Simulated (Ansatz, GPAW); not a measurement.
**Dielectric function and optical constants of CdNi3P (model structure)**

Aim: the dielectric function of CdNi3P (model structure), and the optical constants that follow from it. The cell was made here by substitution or stacking, whether or not such a phase is known. It was built so: All N replaced by P in the Pm-3m structure of CdNi3N. The cell is first relaxed with Ansatz.

Main program and level: GPAW 26.7.0; DFT, revPBE, plane-wave PAW (GPAW data sets), scalar-relativistic, RPA, optical limit.

## (1) Starting point

Symmetry: Pm-3m, No. 221, cubic system. Conventional cell: a = 4.061 Å, b = 4.061 Å, c = 4.061 Å, α = 90.00°, β = 90.00°, γ = 90.00°. Nearest to Cd lie 12 Ni at 2.87 Å. Ni has 2 P at 2.03 Å and 8 Ni at 2.87 Å and 4 Cd at 2.87 Å nearest. P has 6 Ni at 2.03 Å nearest. All N replaced by P in the Pm-3m structure of CdNi3N. Farther neighbours are not listed.

Structure file:

```cif
data_structure
_symmetry_space_group_name_H-M 'Pm-3m'
_symmetry_Int_Tables_number 221
_cell_length_a 4.0607
_cell_length_b 4.0607
_cell_length_c 4.0607
_cell_angle_alpha 90.000
_cell_angle_beta 90.000
_cell_angle_gamma 90.000
_cell_volume 66.96
loop_
_atom_site_label
_atom_site_type_symbol
_atom_site_symmetry_multiplicity
_atom_site_Wyckoff_symbol
_atom_site_fract_x
_atom_site_fract_y
_atom_site_fract_z
_atom_site_occupancy
Cd1 Cd 1 a 0.00000 0.00000 0.00000 1
Ni1 Ni 3 c 0.50000 0.50000 0.00000 1
P1 P 1 b 0.50000 0.50000 0.50000 1
```

## (2) Relaxation

The structure was built or cut out here, so it is relaxed before any spectrum is computed.

This step: DFT, revPBE, plane-wave PAW, default files, scalar-relativistic, relaxation (Ansatz 0.2.0).

input.yaml

```yaml
crystal:
  lattice:
    - [4.06071043, 0.0, 0.0]
    - [0.0, 4.06071043, 0.0]
    - [0.0, 0.0, 4.06071043]
  atoms:
    - { symbol: Cd, position: [0.0, 0.0, 0.0] }
    - { symbol: Ni, position: [0.5, 0.5, 0.0], spin: 1.0 }
    - { symbol: Ni, position: [0.5, 0.0, 0.5], spin: 1.0 }
    - { symbol: Ni, position: [0.0, 0.5, 0.5], spin: 1.0 }
    - { symbol: P, position: [0.5, 0.5, 0.5] }
magnetization:
  spin_polarized: true
kpoints:
  mp_grid: { grid: [6, 6, 6] }
scf:
  occupations: { method: fermi_dirac, width: 0.05 }
hamiltonian:
  xc: revpbe
output:
  forces: true
  stress: true
relax:
  f_tol: 0.02
  max_steps: 50
  cell: {}
```

Launch:

```bash
$ ansatz run input.yaml --threads 1 --pin off --max-ram 4096MiB --backend cpu --events-out ev --progress --plain --runs-dir out
```

Numbers of over 12 decimals in the logs are rounded to 6 here.

Log:

```text
Engine: ansatz 0.2.0, x86_64-unknown-linux-gnu
Pseudopotentials: kind: paw
Pseudopotential: Cd, paw, valence charge 20, recommended cutoff 420 eV (normal), Cd.paw.azcp
Pseudopotential: Ni, paw, valence charge 18, recommended cutoff 420 eV (normal), Ni.paw.azcp
Pseudopotential: P, paw, valence charge 5, recommended cutoff 420 eV (normal), P.paw.azcp
Functional definition: revPBE
  parameter kappa = 1.245
  parameter beta = 0.066725
  exchange = pbe_x(kappa = kappa, mu = beta*pi^2/3)
  correlation = pbe_c(beta = beta)
Crystal: 5 atoms, lattice volume = 66.959 Å³
Basis set: ecut = 420 eV, 1357 PW (Γ), exchange–correlation on 60×60×60 points (8 copies of the dense FFT grid, shifted against one another)
Bands: 50, of which v1, the nominal top of the filled ones, is band 40 counted from 1 (39 counted from 0)
Symmetry: 48 space group operations
Space group: Pm-3m (ITA 221), of the structure as read, at distance tolerance 4.1e-5 Å
Magnetic group: BNS 221.92 (UNI 1594), of the structure as read, at distance tolerance 4.1e-5 Å
k-points: 20 of 216
Non-local potential: Cd, projectors of the file, l = 0: 3, l = 1: 2, l = 2: 2, l = 3: 1
Non-local potential: Ni, projectors of the file, l = 0: 3, l = 1: 2, l = 2: 3, l = 3: 1
Non-local potential: P, projectors of the file, l = 0: 2, l = 1: 2, l = 2: 2
PAW form: soft (Blöchl's): semilocal exchange-correlation on the pseudo side does not see the compensation charge
PAW frozen core: Cd, regenerated for the run's functional, and the local potential with it (the file was generated under x = pbe(κ = 0.804, μ = 0.219515), c = pbe(β = 0.066725))
PAW frozen core: Ni, regenerated for the run's functional, and the local potential with it (the file was generated under x = pbe(κ = 0.804, μ = 0.219515), c = pbe(β = 0.066725))
PAW frozen core: P, regenerated for the run's functional, and the local potential with it (the file was generated under x = pbe(κ = 0.804, μ = 0.219515), c = pbe(β = 0.066725))
PAW one-centre angular grid: Cd, 590 points (default); XC on 64 Gauss nodes
PAW one-centre angular grid: Ni, 590 points (default); XC on 64 Gauss nodes
PAW one-centre angular grid: P, 110 points (default); XC on 64 Gauss nodes
Initial density: superposition of atomic densities (chi_scale 0.1, normalization cell)
Starting moments: Σ|m| = 3 μB on 3 of 5 sites
Initial wavefunctions: pseudopotential atomic-orbital guess
Functional: x = revpbe(κ = 1.245, μ = 0.219515), c = pbe(β = 0.066725)
SCF iter   1: F=—  HF=-26542.106638 eV  |F-HF|=—  |Δ(HF+E_count)|=         —  Δρ=4.46e-2 (↑4.23e-2 ↓4.46e-2)  dr2=4.25e0  dr2_m=5.07e-1  M=1.668 μB ∫|m|=2.127 μB  β_m=0.30  ethr=3.10e-3  ⟨swp⟩=6.6  Hψ=7863  notcnv=0  defer=3
Mixer restart at iter 1: flushing history
preconditioner: auto → Kerker (q_TF=auto, 2.805 Å⁻¹)  [metal: Δε(μ)=0.011 eV  Ē_g=9.474 eV  σ=0.050 eV  W_gap=0.06  n_scr=26 (ndim 8)  ℏωp=31.1 eV  f_vac=0.000  D(μ)=5.54/eV (n_scr^D=80)]
spin=Collinear: Kerker preconditioning applied to the charge; magnetization (m = ρ↑ − ρ↓) channel mixes plain (no charge-response kernel on spin).
SCF iter   2: F=—  HF=-26543.766949 eV  |F-HF|=—  |Δ(HF+E_count)|=    1.66e0  Δρ=5.00e-2 (↑2.41e-2 ↓5.00e-2)  dr2=3.50e0  dr2_m=4.28e-1  M=1.578 μB ∫|m|=1.898 μB  β_m=0.65  ethr=3.10e-3  ⟨swp⟩=2.0  Hψ=2565  notcnv=0  defer=138
SCF iter   3: F=—  HF=-26547.163380 eV  |F-HF|=—  |Δ(HF+E_count)|=    3.40e0  Δρ=4.74e-2 (↑2.30e-2 ↓4.74e-2)  dr2=1.82e0  dr2_m=6.43e-1  M=0.951 μB ∫|m|=1.287 μB  β_m=0.38  ethr=3.10e-3  ⟨swp⟩=3.0  Hψ=2943  notcnv=0  defer=143
SCF iter   4: F=—  HF=-26548.006493 eV  |F-HF|=—  |Δ(HF+E_count)|=   8.43e-1  Δρ=3.91e-2 (↑1.77e-2 ↓3.91e-2)  dr2=1.15e0  dr2_m=4.29e-1  M=0.553 μB ∫|m|=0.854 μB  β_m=0.32  ethr=2.30e-3  ⟨swp⟩=2.1  Hψ=2567  notcnv=0  defer=140
SCF iter   5: F=—  HF=-26548.385584 eV  |F-HF|=—  |Δ(HF+E_count)|=   3.79e-1  Δρ=2.56e-2 (↑2.56e-2 ↓8.26e-3)  dr2=4.37e-1  dr2_m=1.00e-1  M=0.268 μB ∫|m|=0.442 μB  β_m=0.70  ethr=1.45e-3  ⟨swp⟩=2.8  Hψ=2992  notcnv=0  defer=137
SCF iter   6: F=—  HF=-26548.318654 eV  |F-HF|=—  |Δ(HF+E_count)|=   6.69e-2  Δρ=7.32e-3 (↑7.32e-3 ↓3.02e-3)  dr2=3.26e-2  dr2_m=7.93e-3  M=0.034 μB ∫|m|=0.077 μB  β_m=0.85  ethr=5.53e-4  ⟨swp⟩=3.0  Hψ=2918  notcnv=0  defer=135
SCF iter   7: F=—  HF=-26548.321713 eV  |F-HF|=—  |Δ(HF+E_count)|=         —  Δρ=3.01e-3 (↑2.15e-3 ↓3.01e-3)  dr2=6.65e-4  dr2_m=3.87e-3  M=0.006 μB ∫|m|=0.009 μB  β_m=0.85  ethr=4.13e-5  ⟨swp⟩=2.0  Hψ=3061  notcnv=0  defer=138
Mixer restart at iter 7: flushing history
SCF iter   8: F=—  HF=-26548.321866 eV  |F-HF|=—  |Δ(HF+E_count)|=   1.53e-4  Δρ=8.15e-4 (↑4.62e-4 ↓8.15e-4)  dr2=2.30e-4  dr2_m=2.23e-4  M=0.002 μB ∫|m|=0.003 μB  β_m=0.92  ethr=8.42e-7  ⟨swp⟩=2.4  Hψ=3308  notcnv=0  defer=138
SCF iter   9: F=—  HF=-26548.321791 eV  |F-HF|=—  |Δ(HF+E_count)|=   7.44e-5  Δρ=8.96e-5 (↑8.96e-5 ↓8.14e-5)  dr2=2.85e-5  dr2_m=1.58e-7  M=0.000 μB ∫|m|=0.000 μB  β_m=0.94  ethr=2.91e-7  ⟨swp⟩=2.5  Hψ=3028  notcnv=0  defer=138
SCF iter  10: F=—  HF=-26548.321803 eV  |F-HF|=—  |Δ(HF+E_count)|=   1.18e-5  Δρ=1.75e-4 (↑1.75e-4 ↓1.68e-4)  dr2=4.63e-5  dr2_m=1.02e-8  M=0.000 μB ∫|m|=0.000 μB  β_m=0.94  ethr=3.61e-8  ⟨swp⟩=2.0  Hψ=3308  notcnv=0  defer=138
SCF iter  11: F=—  HF=-26548.321806 eV  |F-HF|=—  |Δ(HF+E_count)|=   2.75e-6  Δρ=1.20e-4 (↑1.10e-4 ↓1.20e-4)  dr2=2.27e-5  dr2_m=1.67e-8  M=0.000 μB ∫|m|=0.000 μB  β_m=0.76  ethr=3.61e-8  ⟨swp⟩=2.0  Hψ=3430  notcnv=0  defer=138
SCF iter  12: F=—  HF=-26548.321798 eV  |F-HF|=—  |Δ(HF+E_count)|=   8.00e-6  Δρ=3.42e-5 (↑3.16e-5 ↓3.42e-5)  dr2=1.92e-6  dr2_m=1.82e-9  M=0.000 μB ∫|m|=0.000 μB  β_m=0.78  ethr=2.87e-8  ⟨swp⟩=2.0  Hψ=2461  notcnv=0  defer=138
SCF iter  13: F=—  HF=-26548.321798 eV  |F-HF|=—  |Δ(HF+E_count)|=   4.06e-7  Δρ=1.63e-5 (↑1.63e-5 ↓1.62e-5)  dr2=4.65e-7  dr2_m=4.43e-12  M=-0.000 μB ∫|m|=0.000 μB  β_m=0.89  ethr=2.43e-9  ⟨swp⟩=2.0  Hψ=2363  notcnv=0  defer=138
SCF iter  14: F=—  HF=-26548.321797 eV  |F-HF|=—  |Δ(HF+E_count)|=   7.86e-8  Δρ=3.56e-6 (↑3.56e-6 ↓2.84e-6)  dr2=1.91e-8  dr2_m=9.60e-11  M=-0.000 μB ∫|m|=0.000 μB  β_m=0.90  ethr=1.27e-10  ⟨swp⟩=3.1  Hψ=7750  notcnv=0
SCF iter  15: F=-26548.321797 eV  HF=-26548.321797 eV  |F-HF|=1.82e-10  |Δ(HF+E_count)|=   2.39e-9  Δρ=4.22e-7 (↑4.22e-7 ↓2.30e-7)  dr2=2.24e-10  dr2_m=8.79e-12  M=-0.000 μB ∫|m|=0.000 μB  ethr=2.42e-11  ⟨swp⟩=3.0  Hψ=5284  notcnv=0
[...]
SCF 3 converged in 9 iterations: F = -26548.749189 eV  dr2 = 2.19e-7
relax step   3: F+E_penalty+E_count = -26548.74918851 eV  Δ(F+E_penalty+E_count) = -8.093e-3 eV  max|allowed force component| = 2.282e-28 eV/Å  Δτ_max = 0.0000 Å  P = +0.389 GPa  Ω = 75.199 Å³  energy of the carried Pulay correction = -3.784e-3 eV  (9 SCF iters, dr2 threshold 5.00e-7 eV, accepted)
[...]
relax step   4: F+E_penalty+E_count = -26548.74938320 eV  Δ(F+E_penalty+E_count) = -1.947e-4 eV  max|allowed force component| = 1.806e-28 eV/Å  Δτ_max = 0.0000 Å  P = +0.011 GPa  Ω = 75.440 Å³  energy of the carried Pulay correction = -3.888e-3 eV  (8 SCF iters, dr2 threshold 3.77e-7 eV, accepted)
[...]
relax step   5: F+E_penalty+E_count = -26548.75333544 eV  Δ(F+E_penalty+E_count) = -3.952e-3 eV  max|allowed force component| = 9.035e-29 eV/Å  Δτ_max = 0.0000 Å  P = +0.057 GPa  Ω = 75.440 Å³  stress off target by 5.74e-2 GPa  SCF on the basis re-selected at this cell (its energy is not comparable with the rows above)  (11 SCF iters)
[...]
relax step   6: F+E_penalty+E_count = -26548.75332749 eV  Δ(F+E_penalty+E_count) = +7.954e-6 eV  max|allowed force component| = 4.533e-29 eV/Å  Δτ_max = 0.0000 Å  P = +0.002 GPa  Ω = 75.477 Å³  energy of the carried Pulay correction = -1.474e-5 eV  (8 SCF iters, dr2 threshold 8.24e-9 eV, accepted)
iter 1 solved again at ethr=1.22e-7 eV; its pass at ethr=3.10e-3 eV (dr2=9.62e-5 eV) is discarded
SCF iter   1: F=—  HF=-26548.753338 eV  |F-HF|=—  |Δ(HF+E_count)|=         —  Δρ=2.81e-6 (↑2.81e-6 ↓2.79e-6)  dr2=1.46e-8  dr2_m=1.11e-13  M=0.000 μB ∫|m|=0.000 μB  β_m=0.65  ethr=1.22e-7  ⟨swp⟩=4.0  Hψ=14379  notcnv=0
eigensolver tolerance schedule: the retry pair's looser diagonalisation over-reported the residual by 6571.22 of it (diagonalisation noise at 0.35 of the residual, at the tolerance the schedule requests for it); recorded, not acted on — ethr = c·dr2/N_el stays at c = 1.0e-1
preconditioner: auto → Resta (q_TF=auto, 2.749 Å⁻¹)  ε∞=10.4  [insulator: Δε(μ)=0.149 eV  Ē_g=9.534 eV  σ=0.050 eV  W_gap=0.63  n_scr=26 (ndim 8)  ℏωp=29.3 eV  f_vac=0.000  D(μ)=1.71/eV (n_scr^D=6)  ε∞_Penn≈10.4]
spin=Collinear: Resta preconditioning applied to the charge; magnetization (m = ρ↑ − ρ↓) channel mixes plain (no charge-response kernel on spin).
SCF iter   2: F=—  HF=-26548.753346 eV  |F-HF|=—  |Δ(HF+E_count)|=   7.43e-6  Δρ=2.37e-6 (↑2.37e-6 ↓2.36e-6)  dr2=7.69e-9  dr2_m=7.73e-15  M=0.000 μB ∫|m|=0.000 μB  β_m=0.37  ethr=1.85e-11  ⟨swp⟩=3.4  Hψ=4784  notcnv=0
SCF iter   3: F=—  HF=-26548.753346 eV  |F-HF|=—  |Δ(HF+E_count)|=   3.48e-9  Δρ=3.61e-7 (↑3.61e-7 ↓3.60e-7)  dr2=2.01e-10  dr2_m=6.33e-15  M=0.000 μB ∫|m|=0.000 μB  β_m=0.49  ethr=9.74e-12  ⟨swp⟩=2.0  Hψ=2806  notcnv=0
SCF iter   4: F=—  HF=-26548.753346 eV  |F-HF|=—  |Δ(HF+E_count)|=  1.27e-10  Δρ=3.03e-7 (↑3.02e-7 ↓3.03e-7)  dr2=1.76e-10  dr2_m=9.91e-16  M=0.000 μB ∫|m|=0.000 μB  β_m=0.54  ethr=1.00e-12  ⟨swp⟩=2.0  Hψ=3430  notcnv=0
SCF iter   5: F=—  HF=-26548.753346 eV  |F-HF|=—  |Δ(HF+E_count)|=  6.91e-11  Δρ=2.10e-7 (↑2.10e-7 ↓2.10e-7)  dr2=7.98e-11  dr2_m=1.55e-16  M=0.000 μB ∫|m|=0.000 μB  β_m=0.77  ethr=1.00e-12  ⟨swp⟩=2.0  Hψ=2257  notcnv=0
SCF iter   6: F=—  HF=-26548.753346 eV  |F-HF|=—  |Δ(HF+E_count)|=  1.38e-10  Δρ=2.30e-7 (↑2.30e-7 ↓2.30e-7)  dr2=1.11e-10  dr2_m=4.65e-17  M=0.000 μB ∫|m|=0.000 μB  β_m=0.89  ethr=1.00e-12  ⟨swp⟩=1.0  Hψ=2000  notcnv=0
SCF iter   7: F=—  HF=-26548.753346 eV  |F-HF|=—  |Δ(HF+E_count)|=  5.82e-11  Δρ=1.86e-7 (↑1.86e-7 ↓1.86e-7)  dr2=7.74e-11  dr2_m=2.10e-17  M=0.000 μB ∫|m|=0.000 μB  β_m=0.94  ethr=1.00e-12  ⟨swp⟩=1.0  Hψ=2001  notcnv=0
SCF iter   8: F=—  HF=-26548.753346 eV  |F-HF|=—  |Δ(HF+E_count)|=  3.27e-11  Δρ=4.54e-8 (↑4.54e-8 ↓4.52e-8)  dr2=3.73e-12  dr2_m=1.20e-17  M=-0.000 μB ∫|m|=0.000 μB  β_m=0.95  ethr=1.00e-12  ⟨swp⟩=2.0  Hψ=2293  notcnv=0
SCF iter   9: F=-26548.753346 eV  HF=-26548.753346 eV  |F-HF|=1.09e-11  |Δ(HF+E_count)|=    0.00e0  Δρ=4.86e-8 (↑4.86e-8 ↓4.85e-8)  dr2=4.83e-12  dr2_m=2.83e-18  M=-0.000 μB ∫|m|=0.000 μB  ethr=1.00e-12  ⟨swp⟩=2.9  Hψ=6080  notcnv=0
the starting moments were not kept: the SCF closed with an absolute magnetisation of 1.8e-9 μB, where they sum to 3 μB in size (3 sites). That is at most 0.1 of that sum. Measured as dr2_m measures the in/out step, that magnetisation stands 1.7e-18 eV from none, at or under the dr2_threshold of 5.0e-11 eV: it is no larger than a step whose dr2_m would equal this threshold.
SCF 7 converged in 9 iterations: F = -26548.753346 eV  dr2 = 4.83e-12
relax step   7: F+E_penalty+E_count = -26548.75334588 eV  Δ(F+E_penalty+E_count) = -1.839e-5 eV  max|allowed force component| = 2.528e-29 eV/Å  Δτ_max = 0.0000 Å  P = +0.001 GPa  Ω = 75.477 Å³  stress off target by 1.23e-3 GPa  SCF on the basis re-selected at this cell (its energy is not comparable with the rows above)  (9 SCF iters)
basis re-selected at this cell: Δ(F+E_penalty+E_count) = -1.839e-5 eV, ΔP = -0.001 GPa vs the last step (what re-selecting the basis moved, of the pressure what is left beyond the Pulay correction that the steps carried, after the strain that the cell walked since its last selection, with what the two solves' SCF thresholds leave and, on support functions, any second-order correction that the steps lacked; it is no m [...]
SCF converged after 9 iterations
Magnetization: -0.0000 μB (39.5000 up, 39.5000 down)
Absolute magnetization: 0.0000 μB (∫|ρ↑−ρ↓|, with the PAW one-centre terms)
Spin contamination: 0.0000 ħ² per cell (⟨S²⟩ above its minimum at these occupations)
Per-site moments (μB) at R_I (Å): [(7.699652227097994e-11, 1.232673), (-3.7455423592186954e-10, 0.871631), (-3.7455491702089213e-10, 0.871631), (-3.7455451109513755e-10, 0.871631), (1.831488152439748e-10, 0.871631)]
Free energy (F): -26548.753346 eV
Harris-Foulkes:  -26548.753346 eV  (|F-HF|=1.09e-11)
Internal energy: -26548.737944 eV  (E = F + TS)
E sigma→0 (E₀):  -26548.745645 eV
Entropy (-TS):   -0.015402 eV (-3.080 meV/atom)
Fermi energy:    13.655555 eV
--- Per-component energies (eV) ---
  E_band       = -1455.949336
  E_kinetic    = 1431.043625
  E_local      = -15312.576554  (includes V_loc(G=0)·N_el)
  E_nonlocal   = 1992.598096
  E_hartree    = 6599.701825
  E_xc         = -491.716138
  E_vxc        = -608.352061  (∫ρ·V_xc dr)
  E_paw        = -9580.397562  (= ΣΔE_a)
  E_vpaw       = -2158.067629  (= ΣTr[D̂ρ^β])
  E_aug_tail   = 0.001841  (compensation charges beyond the density's cutoff)
  E_ewald      = -11187.194720
  E_core_change = -0.198357  (= ΣΔE_core)
  E_smearing   = -0.015402  (= −TS)
  E_closure    = 0.000000  (closes the sum)
  Σ components = -26548.753346   (vs F -26548.753346, Δ=0.00e0)
--- Forces (eV/Å), atoms counted from 1 ---
  atom   1  Cd     0.00000000     0.00000000     0.00000000
  atom   2  Ni    -0.00000000     0.00000000     0.00000000
  atom   3  Ni    -0.00000000     0.00000000     0.00000000
  atom   4  Ni    -0.00000000     0.00000000     0.00000000
  atom   5  P      0.00000000     0.00000000     0.00000000
  max |Σ_I F_I| component: 7.57e-29 eV/Å
--- Stress (GPa, compression-positive) ---
        0.001226       0.000000       0.000000
        0.000000       0.001226       0.000000
        0.000000       0.000000       0.001226
  P = ⅓ Tr σ = 0.0012 GPa (0.012 kbar)
--- Relaxed structure (5 steps of the walk, 5 accepted, 2 SCFs on fresh bases) ---
  F+E_penalty+E_count = -26548.75334588 eV   max|allowed force component| = 2.528e-29 eV/Å   (the final SCF, on the basis selected at the relaxed cell)
  cell:  # Å, volume = 75.4773 Å³
    - [4.226090, 0, 0]
    - [0, 4.226090, 0]
    - [0, 0, 4.226090]
  atoms:
    - { symbol: Cd, position: [0, 0, 0] }
    - { symbol: Ni, position: [0.5, 0.500000, 0] }
    - { symbol: Ni, position: [0.5, 0, 0.500000] }
    - { symbol: Ni, position: [0, 0.500000, 0.500000] }
    - { symbol: P, position: [0.5, 0.500000, 0.500000] }
```

Elapsed: 48 s, on 1 thread of AMD EPYC 7R43, shared host; peak memory 0.51 GiB.

The steps of the relaxation:

| step | energy less that of the first step (eV) | largest force component (eV/Å) | pressure (GPa) | volume (Å³) |
| --- | --- | --- | --- | --- |
| 1 | 0.0000 | 0.0000 | 18.18 | 66.96 |
| 2 | -0.4193 | 0.0000 | 2.17 | 74.11 |
| 3 | -0.4274 | 0.0000 | 0.39 | 75.20 |
| 4 | -0.4276 | 0.0000 | 0.01 | 75.44 |
| 5* | -0.4315 | 0.0000 | 0.06 | 75.44 |
| 6 | -0.4315 | 0.0000 | 0.00 | 75.48 |
| 7* | -0.4315 | 0.0000 | 0.00 | 75.48 |

Relaxation steps marked * repeat the geometry before them on a plane-wave basis chosen anew for their cell, so energy and pressure can jump there.

Forces are held to the 48 operations that the run works with; a distortion that breaks them can't arise in this run.

| conventional cell, symmetrised | before | after | change |
| --- | --- | --- | --- |
| a (Å) | 4.061 | 4.226 | +4.1 % |
| b (Å) | 4.061 | 4.226 | +4.1 % |
| c (Å) | 4.061 | 4.226 | +4.1 % |
| volume (Å³/atom) | 13.39 | 15.10 | +12.7 % |

Final coordinates:

```cif
data_structure
_symmetry_space_group_name_H-M 'P 1'
_symmetry_Int_Tables_number 1
_cell_length_a 4.2261
_cell_length_b 4.2261
_cell_length_c 4.2261
_cell_angle_alpha 90.000
_cell_angle_beta 90.000
_cell_angle_gamma 90.000
_cell_volume 75.48
loop_
_atom_site_label
_atom_site_type_symbol
_atom_site_fract_x
_atom_site_fract_y
_atom_site_fract_z
_atom_site_occupancy
Cd1 Cd 0.00000 0.00000 0.00000 1
Ni2 Ni 0.50000 0.50000 0.00000 1
Ni3 Ni 0.50000 0.00000 0.50000 1
Ni4 Ni 0.00000 0.50000 0.50000 1
P5 P 0.50000 0.50000 0.50000 1
```

The relaxation ends with a pressure of 0.00 GPa. The starting moments have collapsed: the run ends non-magnetic.

(Part 1 of 3 ends here.)

[Machine, clock and banner lines and Python warnings are left out of the logs.]

[Logs are printed without paths, hosts, clocks, repeated set-up lines and the standing remarks that a program may print on its own settings, such as how far it seeks lower states.]

[Hosts, paths, dates, database ids (printed as entryN), source tags and the programs' standing remarks are cut or masked in the printed files.]
